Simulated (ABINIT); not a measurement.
# GaN (F-43m): G0W0 with ABINIT, start to end, part 2 of 3

How does a plane-wave GW calculation on GaN (F-43m) run from the first input to the gap?

ABINIT 10.8.3; LDA and many-body steps on it, plane waves. Known limits of the many-body steps: short of the basis limit; no spin-orbit coupling; coarse k mesh.

So far. Step 2 (Ground state): The gap is direct, at Γ.

## 3. Bands along the symmetry lines

Level of this step: DFT, LDA, plane waves, norm-conserving pseudopotentials (ABINIT).

Levels along a band path, at the cheap level, show where the edges lie and whether the meshes to come will hold them.

The input, run.abi:

```
acell 3*1.0 Angstrom
rprim 
  0.000000000000 2.253500607500 2.253500607500
  2.253500607500 0.000000000000 2.253500607500
  2.253500607500 2.253500607500 0.000000000000
ntypat 2
znucl 31 7
natom 2
typat 1 2
xred 
  0.000000000000 0.000000000000 0.000000000000
  0.750000000000 0.750000000000 0.750000000000
pp_dirpath "pseudos"
pseudos "Ga.upf, N.upf"
ecut 45
iscf -2
irdden 1
kptopt 0
nkpt 50
kpt 
  0.00000000 0.00000000 0.00000000
  -0.06250000 -0.06250000 0.00000000
  -0.12500000 -0.12500000 0.00000000
  -0.18750000 -0.18750000 0.00000000
  -0.25000000 -0.25000000 0.00000000
  -0.31250000 -0.31250000 0.00000000
  -0.37500000 -0.37500000 0.00000000
  -0.43750000 -0.43750000 0.00000000
  -0.50000000 -0.50000000 0.00000000
  -0.48437500 -0.48437500 0.03125000
  -0.46875000 -0.46875000 0.06250000
  -0.45312500 -0.45312500 0.09375000
  -0.43750000 -0.43750000 0.12500000
  -0.42187500 -0.42187500 0.15625000
  -0.40625000 -0.40625000 0.18750000
  -0.39062500 -0.39062500 0.21875000
  -0.37500000 -0.37500000 0.25000000
  -0.37500000 0.00000000 0.37500000
  -0.32812500 0.00000000 0.32812500
  -0.28125000 0.00000000 0.28125000
  -0.23437500 0.00000000 0.23437500
  -0.18750000 0.00000000 0.18750000
  -0.14062500 0.00000000 0.14062500
  -0.09375000 0.00000000 0.09375000
  -0.04687500 0.00000000 0.04687500
  0.00000000 0.00000000 0.00000000
  0.00000000 0.00000000 0.06250000
  0.00000000 0.00000000 0.12500000
  0.00000000 0.00000000 0.18750000
  0.00000000 0.00000000 0.25000000
  0.00000000 0.00000000 0.31250000
  0.00000000 0.00000000 0.37500000
  0.00000000 0.00000000 0.43750000
  0.00000000 0.00000000 0.50000000
  -0.06250000 -0.03125000 0.46875000
  -0.12500000 -0.06250000 0.43750000
  -0.18750000 -0.09375000 0.40625000
  -0.25000000 -0.12500000 0.37500000
  -0.31250000 -0.15625000 0.34375000
  -0.37500000 -0.18750000 0.31250000
  -0.43750000 -0.21875000 0.28125000
  -0.50000000 -0.25000000 0.25000000
  -0.50000000 -0.28125000 0.21875000
  -0.50000000 -0.31250000 0.18750000
  -0.50000000 -0.34375000 0.15625000
  -0.50000000 -0.37500000 0.12500000
  -0.50000000 -0.40625000 0.09375000
  -0.50000000 -0.43750000 0.06250000
  -0.50000000 -0.46875000 0.03125000
  -0.50000000 -0.50000000 0.00000000
istwfk *1
nband 20
nbdbuf 2
tolwfr 1e-08
nstep 40
prtwf 0
prtvol 0
indata_prefix "in"
outdata_prefix "out"
tmpdata_prefix "tmp"
```

On the command line:

```sh
OMP_NUM_THREADS=1 mpirun -n 4 abinit run.abi > log
```

The program printed:

```text
.Version 10.8.3 of ABINIT. v10.8.2 released Aug 2026.

 Symmetries : space group F-4 3 m (#216); Bravais cF (face-center cubic)
[... echo of the input left out ...]
== DATASET  1 ==================================================================
-   mpi_nproc: 4, omp_nthreads: 1 (-1 if OMP is not activated)

--- !DatasetInfo
iteration_state: {dtset: 1, }
dimensions: {natom: 2, nkpt: 50, mband: 20, nsppol: 1, nspinor: 1, nspden: 1, mpw: 2252, }
cutoff_energies: {ecut:  45.0, pawecutdg:  -1.0, }
electrons: {nelect:   2.60000000E+01, charge:   0.00000000E+00, occopt:   1.00000000E+00, tsmear:   1.00000000E-02, }

 Real(R)+Recip(G) space primitive vectors, cartesian coordinates (Bohr,Bohr^-1):
 R(1)=  0.0000000  4.2584990  4.2584990  G(1)= -0.1174123  0.1174123  0.1174123
 R(2)=  4.2584990  0.0000000  4.2584990  G(2)=  0.1174123 -0.1174123  0.1174123
 R(3)=  4.2584990  4.2584990  0.0000000  G(3)=  0.1174123  0.1174123 -0.1174123
 Unit cell volume ucvol=  1.5445417E+02 bohr^3
 Angles (23,13,12)=  6.00000000E+01  6.00000000E+01  6.00000000E+01 degrees

 getcut: wavevector=  0.0000  0.0000  0.0000  ngfft=  40  40  40
         ecut(hartree)=     45.000   => boxcut(ratio)=   2.19947

--- Pseudopotential description ------------------------------------------------
- Ga Generated using ONCVPSP code by D. R. Hamann
- 31.00000  21.00000  180309                  znucl, zion, pspdat
12 -1012 2 -1 1858                            pspcod,pspxc,lmax,lloc,mmax
     nproj     2     2     2
  pspatm : epsatm=   21.89818218
         --- l  ekb(1:nproj) -->
             0    4.942386   -1.222782
             1   -5.724586   -1.365263
             2  -10.663097   -3.851155
 pspatm: atomic psp has been read  and splines computed

- N Generated using ONCVPSP code by D. R. Hamann
-  7.00000   5.00000  180309                  znucl, zion, pspdat
12 -1012 1 -1 1058                            pspcod,pspxc,lmax,lloc,mmax
     nproj     2     2     0
  pspatm : epsatm=    5.30777321
         --- l  ekb(1:nproj) -->
[...]
pspatm: atomic psp has been read  and splines computed

--------------------------------------------------------------------------------

================================================================================
 prteigrs : about to open file out_EIG
 Non-SCF case, kpt    1 (  0.00000  0.00000  0.00000), residuals and eigenvalues=
  6.09E-09  1.48E-09  5.10E-09  6.16E-09  6.09E-09  2.32E-09  3.94E-09  6.82E-09
  1.83E-09  9.42E-09  1.53E-09  3.65E-09  5.75E-09  1.75E-09  2.27E-09  5.49E-09
  6.05E-09  6.96E-09  7.59E-09  1.21E-07
 -4.9590E+00 -3.1641E+00 -3.1641E+00 -3.1641E+00 -3.4194E-01 -2.6273E-01
 -2.6273E-01 -2.6273E-01 -2.5143E-01 -2.5143E-01  2.3818E-01  2.3818E-01
  2.3818E-01  3.0259E-01  6.1142E-01  6.1142E-01  6.1142E-01  8.7394E-01
  9.2420E-01  9.2420E-01
 Non-SCF case, kpt    2 ( -0.06250 -0.06250  0.00000), residuals and eigenvalues=
[...]
3.88E-09  6.96E-09  1.14E-06  1.04E-05
[...]
8.9913E-01  9.3432E-01
 Non-SCF case, kpt    3 ( -0.12500 -0.12500  0.00000), residuals and eigenvalues=
[...]
2.21E-09  6.07E-09  1.46E-04  8.67E-04
[...]
9.5091E-01  9.6669E-01
[...]
Non-SCF case, kpt   49 ( -0.50000 -0.46875  0.03125), residuals and eigenvalues=
[...]
1.0357E+00  1.1523E+00
 Non-SCF case, kpt   50 ( -0.50000 -0.50000  0.00000), residuals and eigenvalues=
[...]
-2.5193E-01 -2.5193E-01 -2.4853E-01 -1.8051E-01  9.9533E-03  1.3805E-01
  1.3805E-01  3.5886E-01  4.7681E-01  6.6096E-01  7.4340E-01  7.4340E-01
  1.0333E+00  1.1509E+00

--- !ResultsGS
iteration_state: {dtset: 1, }
comment   : Summary of ground state results
lattice_vectors:
- [  0.0000000,   4.2584990,   4.2584990, ]
- [  4.2584990,   0.0000000,   4.2584990, ]
- [  4.2584990,   4.2584990,   0.0000000, ]
lattice_lengths: [   6.02243,    6.02243,    6.02243, ]
lattice_angles: [ 60.000,  60.000,  60.000, ] # degrees, (23, 13, 12)
lattice_volume:   1.5445417E+02
convergence: {deltae:  0.000E+00, res2:  0.000E+00, residm:  9.939E-09, diffor:  0.000E+00, }
etotal    :  -2.58349317E+02
entropy   :   0.00000000E+00
fermie    :   2.38182463E-01
cartesian_stress_tensor: null
pressure_GPa: null
xred      :
- [  0.0000E+00,   0.0000E+00,   0.0000E+00, Ga]
- [  7.5000E-01,   7.5000E-01,   7.5000E-01,  N]
cartesian_forces: null
force_length_stats: {min: null, max: null, mean: null, }

 Integrated electronic density in atomic spheres:
 ------------------------------------------------
 Atom  Sphere_radius  Integrated_density
[...]
================================================================================

 ----iterations are completed or convergence reached----

 Mean square residual over all n,k,spin=   44.795E-10; max=  99.393E-10
 reduced coordinates (array xred) for    2 atoms
       0.000000      0.000000      0.000000
       0.750000      0.750000      0.750000

 cartesian coordinates (angstrom) at end:
[...]
length scales=  1.889726  1.889726  1.889726 bohr
              =  1.000000  1.000000  1.000000 angstroms
 prteigrs : about to open file out_EIG
 Eigenvalues (hartree) for nkpt=  50  k points:
 kpt#   1, nband= 20, wtk=  1.00000, kpt=  0.0000  0.0000  0.0000 (reduced coord)
[...]
kpt#   2, nband= 20, wtk=  1.00000, kpt= -0.0625 -0.0625  0.0000 (reduced coord)
[...]
kpt#   3, nband= 20, wtk=  1.00000, kpt= -0.1250 -0.1250  0.0000 (reduced coord)
[...]
kpt#  49, nband= 20, wtk=  1.00000, kpt= -0.5000 -0.4687  0.0313 (reduced coord)
[...]
0.73882    0.74448    1.03570    1.15227
 kpt#  50, nband= 20, wtk=  1.00000, kpt= -0.5000 -0.5000  0.0000 (reduced coord)
  -4.95898   -3.16424   -3.16413   -3.16413   -0.30714   -0.25987   -0.25193   -0.25193
  -0.24853   -0.18051    0.00995    0.13805    0.13805    0.35886    0.47681    0.66096
   0.74340    0.74340    1.03330    1.15091

== END DATASET(S) ==============================================================
================================================================================

 -outvars: echo values of variables after computation  --------
            nband          20
             nkpt          50
          spgroup         216
 [... the other variables as echoed above ...]

 Calculation completed.
```

Wall time 10 s (4 MPI ranks of Arm Neoverse V2, shared host); peak memory 0.28 GiB; 39 s of CPU time.

Read from the output:

```yaml
gap: 1.753 eV
k_of_the_valence_top: 0, 0, 0
k_of_the_conduction_bottom: 0, 0, 0
least_direct_gap: 1.753 eV
```

The gap is 1.753 eV, as in the run before at this level.

Electronic bands along the path, in eV, zero at the top of the highest filled band:

```csv
point,band 10,band 11,band 12,band 13,band 14,band 15,band 16,band 17
Γ,-13.32,0.00,0.00,0.00,1.75,10.16,10.16,10.16
halfway,-13.06,-3.42,-1.50,-1.50,4.53,7.23,11.49,11.83
X,-11.39,-6.21,-2.72,-2.72,3.28,6.49,11.50,13.75
halfway,-11.32,-6.12,-3.38,-2.58,3.87,6.95,11.38,13.41
U,-11.24,-5.95,-4.30,-2.19,4.91,7.71,10.89,12.67
jump to K,-11.24,-5.95,-4.30,-2.19,4.91,7.71,10.89,12.67
halfway,-12.90,-4.20,-2.15,-0.54,5.16,8.35,9.47,11.00
Γ,-13.32,0.00,0.00,0.00,1.75,10.16,10.16,10.16
halfway,-13.22,-3.86,-0.53,-0.53,4.02,8.63,10.62,10.62
L,-11.89,-7.11,-0.98,-0.98,4.55,8.60,10.24,10.24
halfway,-11.55,-6.49,-3.04,-1.79,6.52,6.92,9.93,11.56
W,-11.11,-5.78,-3.73,-3.68,6.14,8.22,10.18,10.93
halfway,-11.25,-6.03,-3.24,-3.21,4.51,7.31,11.27,12.12
X,-11.39,-6.21,-2.72,-2.72,3.28,6.49,11.50,13.75
```

The electronic bands as a text plot (rows in eV, shown from -8.0 to 7.8 only):

```
    7.4 |     ++        ++++++++                     + ++    +
    6.8 |       ++++++++    ++                        ++      +++
    6.1 |                     ++                     +  ++++
    5.5 |                  +    +                   +       +
    4.8 |     ++         ++                    +++++         +
    4.1 |    +  +++    ++        ++         +++               +
    3.5 |  ++      ++++            ++      +                   ++
    2.8 |                                ++
    2.2 | +                          +  +
    1.5 |+                            ++
    0.9 |
    0.2 |*                         ******
   -0.5 | ***                   ******  *******
   -1.1 |    *              **** **            *******
   -1.8 |  ** ****         *       **    **         * *
   -2.4 |    *    *********     *          *         * **
   -3.1 |             **      ** **                   *  *   ****
   -3.7 |     **        *   **              *          ******
   -4.4 |       **       ***    *
   -5.0 |         *           **             **
   -5.7 |          **    *****                          ******
   -6.4 |            ****                      *      **      ***
   -7.0 |                                       ******
   -7.7 |
         Γ           X  U|K            Γ         L        W     X
```

## 4. Empty states on the mesh, 4×4×4 mesh, 34 bands

The sums over transitions need many empty states on a uniform mesh; this step solves for them.

The input, run.abi:

```
acell 3*1.0 Angstrom
rprim 
  0.000000000000 2.253500607500 2.253500607500
  2.253500607500 0.000000000000 2.253500607500
  2.253500607500 2.253500607500 0.000000000000
ntypat 2
znucl 31 7
natom 2
typat 1 2
xred 
  0.000000000000 0.000000000000 0.000000000000
  0.750000000000 0.750000000000 0.750000000000
pp_dirpath "pseudos"
pseudos "Ga.upf, N.upf"
ecut 45
ngkpt 4 4 4
nshiftk 1
shiftk 0 0 0
kptopt 1
chksymbreak 0
iscf -2
irdden 1
istwfk *1
nband 34
nbdbuf 4
tolwfr 1e-09
nstep 60
prtvol 0
indata_prefix "in"
outdata_prefix "out"
tmpdata_prefix "tmp"
```

The program printed:

```text
.Version 10.8.3 of ABINIT. v10.8.2 released Aug 2026.

 Symmetries : space group F-4 3 m (#216); Bravais cF (face-center cubic)
[... echo of the input left out ...]
== DATASET  1 ==================================================================
-   mpi_nproc: 4, omp_nthreads: 1 (-1 if OMP is not activated)

--- !DatasetInfo
iteration_state: {dtset: 1, }
dimensions: {natom: 2, nkpt: 8, mband: 34, nsppol: 1, nspinor: 1, nspden: 1, mpw: 2252, }
cutoff_energies: {ecut:  45.0, pawecutdg:  -1.0, }
electrons: {nelect:   2.60000000E+01, charge:   0.00000000E+00, occopt:   1.00000000E+00, tsmear:   1.00000000E-02, }

 Real(R)+Recip(G) space primitive vectors, cartesian coordinates (Bohr,Bohr^-1):
 R(1)=  0.0000000  4.2584990  4.2584990  G(1)= -0.1174123  0.1174123  0.1174123
 R(2)=  4.2584990  0.0000000  4.2584990  G(2)=  0.1174123 -0.1174123  0.1174123
 R(3)=  4.2584990  4.2584990  0.0000000  G(3)=  0.1174123  0.1174123 -0.1174123
 Unit cell volume ucvol=  1.5445417E+02 bohr^3
 Angles (23,13,12)=  6.00000000E+01  6.00000000E+01  6.00000000E+01 degrees

 getcut: wavevector=  0.0000  0.0000  0.0000  ngfft=  40  40  40
         ecut(hartree)=     45.000   => boxcut(ratio)=   2.19947

--- Pseudopotential description ------------------------------------------------
- Ga Generated using ONCVPSP code by D. R. Hamann
- 31.00000  21.00000  180309                  znucl, zion, pspdat
12 -1012 2 -1 1858                            pspcod,pspxc,lmax,lloc,mmax
     nproj     2     2     2
  pspatm : epsatm=   21.89818218
         --- l  ekb(1:nproj) -->
             0    4.942386   -1.222782
             1   -5.724586   -1.365263
             2  -10.663097   -3.851155
 pspatm: atomic psp has been read  and splines computed

- N Generated using ONCVPSP code by D. R. Hamann
-  7.00000   5.00000  180309                  znucl, zion, pspdat
12 -1012 1 -1 1058                            pspcod,pspxc,lmax,lloc,mmax
     nproj     2     2     0
  pspatm : epsatm=    5.30777321
         --- l  ekb(1:nproj) -->
[...]
pspatm: atomic psp has been read  and splines computed

--------------------------------------------------------------------------------

================================================================================
 prteigrs : about to open file out_EIG
 Non-SCF case, kpt    1 (  0.00000  0.00000  0.00000), residuals and eigenvalues=
  3.91E-10  4.59E-10  5.80E-10  8.89E-10  1.60E-10  1.99E-10  3.69E-10  4.75E-10
  4.13E-10  7.87E-10  2.64E-10  1.55E-10  3.91E-10  1.07E-10  1.76E-10  2.49E-10
  6.61E-10  9.97E-11  9.43E-11  2.22E-10  8.16E-10  8.62E-11  7.28E-10  7.27E-10
[...]
8.79E-06  9.17E-10
 -4.9590E+00 -3.1641E+00 -3.1641E+00 -3.1641E+00 -3.4194E-01 -2.6273E-01
 -2.6273E-01 -2.6273E-01 -2.5143E-01 -2.5143E-01  2.3818E-01  2.3818E-01
  2.3818E-01  3.0259E-01  6.1142E-01  6.1142E-01  6.1142E-01  8.7394E-01
  9.2420E-01  9.2420E-01  9.2420E-01  9.6414E-01  9.6414E-01  1.0666E+00
  1.4338E+00  1.4338E+00  1.4338E+00  1.9074E+00  1.9074E+00  1.9074E+00
  1.9481E+00  1.9481E+00  1.9481E+00  1.9870E+00
 prteigrs : prtvol=0 or 1, do not print more k-points.

--- !ResultsGS
iteration_state: {dtset: 1, }
comment   : Summary of ground state results
lattice_vectors:
- [  0.0000000,   4.2584990,   4.2584990, ]
- [  4.2584990,   0.0000000,   4.2584990, ]
- [  4.2584990,   4.2584990,   0.0000000, ]
lattice_lengths: [   6.02243,    6.02243,    6.02243, ]
lattice_angles: [ 60.000,  60.000,  60.000, ] # degrees, (23, 13, 12)
lattice_volume:   1.5445417E+02
convergence: {deltae:  0.000E+00, res2:  0.000E+00, residm:  9.941E-10, diffor:  0.000E+00, }
etotal    :  -2.58349317E+02
entropy   :   0.00000000E+00
fermie    :   2.38182463E-01
cartesian_stress_tensor: null
pressure_GPa: null
xred      :
- [  0.0000E+00,   0.0000E+00,   0.0000E+00, Ga]
- [  7.5000E-01,   7.5000E-01,   7.5000E-01,  N]
cartesian_forces: null
force_length_stats: {min: null, max: null, mean: null, }

 Integrated electronic density in atomic spheres:
 ------------------------------------------------
 Atom  Sphere_radius  Integrated_density
[...]
================================================================================

 ----iterations are completed or convergence reached----

 Mean square residual over all n,k,spin=   42.155E-11; max=  99.413E-11
 reduced coordinates (array xred) for    2 atoms
       0.000000      0.000000      0.000000
       0.750000      0.750000      0.750000

 cartesian coordinates (angstrom) at end:
    1      0.000000     0.000000     0.000000
    2      3.380251     3.380251     3.380251
 length scales=  1.889726  1.889726  1.889726 bohr
              =  1.000000  1.000000  1.000000 angstroms
 prteigrs : about to open file out_EIG
 Eigenvalues (hartree) for nkpt=   8  k points:
 kpt#   1, nband= 34, wtk=  0.01563, kpt=  0.0000  0.0000  0.0000 (reduced coord)
[...]
0.61142    0.87394    0.92420    0.92420    0.92420    0.96414    0.96414    1.06656
   1.43377    1.43377    1.43377    1.90738    1.90738    1.90738    1.94806    1.94806
   1.94808    1.98699
 prteigrs : prtvol=0 or 1, do not print more k-points.

== END DATASET(S) ==============================================================
================================================================================

 -outvars: echo values of variables after computation  --------
            nband          34
             nkpt           8
          spgroup         216
 [... the other variables as echoed above ...]

 Calculation completed.
```

Elapsed: 4.6 s, on 4 MPI ranks; peak memory 0.26 GiB; 18 s of CPU time.

This step gave:

* gap: 1.753 eV
* k of the valence top: 0, 0, 0
* k of the conduction bottom: 0, 0, 0
* least direct gap: 1.753 eV
* k points computed: 8
* lowest point of the top converged band, above the valence top: 35.32 eV

On this mesh the gap is 1.753 eV.

## 5. Screening, 4×4×4 mesh, 30 bands, screening to 108.8 eV

The RPA dielectric matrix is built and inverted for each q.

This step: RPA screening on LDA, plane waves, norm-conserving pseudopotentials.

run.abi: that of step 4 with these lines changed.

```diff
@@ -20,10 +20,11 @@
 chksymbreak 0
-iscf -2
-irdden 1
 istwfk *1
-nband 34
-nbdbuf 4
-tolwfr 1e-09
-nstep 60
-prtvol 0
+occopt 1
+irdwfk 1
+optdriver 3
+nband 30
+ecuteps 4
+inclvkb 2
+awtr 1
+symchi 1
 indata_prefix "in"
```

The program printed:

```text
.Version 10.8.3 of ABINIT. v10.8.2 released Aug 2026.

 Symmetries : space group F-4 3 m (#216); Bravais cF (face-center cubic)
[... echo of the input left out ...]
== DATASET  1 ==================================================================
-   mpi_nproc: 4, omp_nthreads: 1 (-1 if OMP is not activated)

--- !DatasetInfo
iteration_state: {dtset: 1, }
dimensions: {natom: 2, nkpt: 8, mband: 30, nsppol: 1, nspinor: 1, nspden: 1, mpw: 2252, }
cutoff_energies: {ecut:  45.0, pawecutdg:  -1.0, }
electrons: {nelect:   2.60000000E+01, charge:   0.00000000E+00, occopt:   1.00000000E+00, tsmear:   1.00000000E-02, }

 SCREENING: Calculation of the susceptibility and dielectric matrices

 Based on a program developped by R.W. Godby, V. Olevano, G. Onida, and L. Reining.
 Incorporated in ABINIT by V. Olevano, G.-M. Rignanese, and M. Torrent.
.Using double precision arithmetic ; gwpc =  8

[... cell and pseudopotentials left out ...]
--------------------------------------------------------------------------------

 ==== K-mesh for the wavefunctions ====
 Number of points in the irreducible wedge :     8
[... list of points left out ...]
 Together with 24 symmetry operations and time-reversal symmetry
 yields    64 points in the full Brillouin Zone.

 ==== Q-mesh for the screening function ====
 Number of points in the irreducible wedge :     8
[... list of points left out ...]
 Together with 24 symmetry operations and time-reversal symmetry
 yields    64 points in the full Brillouin Zone.

 setmesh: FFT mesh size selected  =    24x   24x   24
          total number of points  =        13824

 vcoul_init : cutoff-mode = AUXILIARY_FUNCTION
 q-points for optical limit:   1
     1)      0.000010    0.000020    0.000030

- screening: taking advantage of time-reversal symmetry
- Maximum band index for partially occupied states nbvw = 13
- Remaining bands to be divided among processors   nbcw = 17
- Number of bands treated by each node ~4

 Number of electrons calculated from density =   26.0000; Expected =   26.0000
 average of density, n =  0.168335
 r_s =    1.1235
 omega_plasma =   39.5770 [eV]

 calculating chi0 at frequencies [eV] :
  1    0.000000E+00    0.000000E+00
  2    0.000000E+00    3.957696E+01

--------------------------------------------------------------------------------
  q-point number  1        q = ( 0.000000, 0.000000, 0.000000) [r.l.u.]
--------------------------------------------------------------------------------
[... chi0 elements left out ...]
 For q-point:  0.000010 0.000020 0.000030
  dielectric constant =   9.1374
  dielectric constant without local fields =   9.7247

  Average fulfillment of the sum rule on Im[epsilon] for q-point    1 :     18.04  [%]
[... wings left out ...]
  q-point number  2        q = ( 0.250000, 0.000000, 0.000000) [r.l.u.]
--------------------------------------------------------------------------------
[... chi0 elements left out ...]
  Average fulfillment of the sum rule on Im[epsilon] for q-point    2 :     30.20  [%]

 [... 6 further q-points ...]
```

The job ended after 4.7 s (4 MPI ranks; peak memory 0.42 GiB; 18 s of CPU time).

Numbers from this step:

| Property | Result |
| --- | --- |
| ε∞ with local fields, on this mesh | 9.137 |
| ε∞ without local fields, on this mesh | 9.725 |
| plasma frequency | 39.58 eV |
| plane waves in the screening matrix | 59 |

Local fields lower ε∞ by 6 %. On a Γ-centred mesh this coarse the value itself is usually too large, while a short band sum pulls it down.

[end of part 2 of 3]

[Long decimals in the printed logs are rounded to 6 places.]

[Logs are printed without paths, hosts, clocks, repeated set-up lines and the standing remarks that a program may print on its own settings, such as how far it seeks lower states.]

[Paths, hosts, dates, memory and timing lines, banners, echoed tables and standing remarks are left out of the program output; an Ansatz launch command may be rebuilt from the run's recorded settings. Measured values are a selection of at most five: reports struck by readers or far from the other reports are left out. None is set beside runs whose start may be inverted or whose files or cutoffs have a known fault.]

[Runs of the session that timed out or met a known fault of the program may be left out.]

[Hosts, paths, dates, database ids (printed as entryN), source tags and the programs' standing remarks are cut or masked in the printed files.]

[G0W0 gaps are taken among the corrected bands and points alone; a level outside them can change the order at an edge.]

[Where Ansatz stands beside ABINIT at settings called matched, ABINIT's density can come from a denser mesh and the files from another edition; pairs whose starting gaps differed by over 0.03 eV were left out, so agreement reads better than it is.]
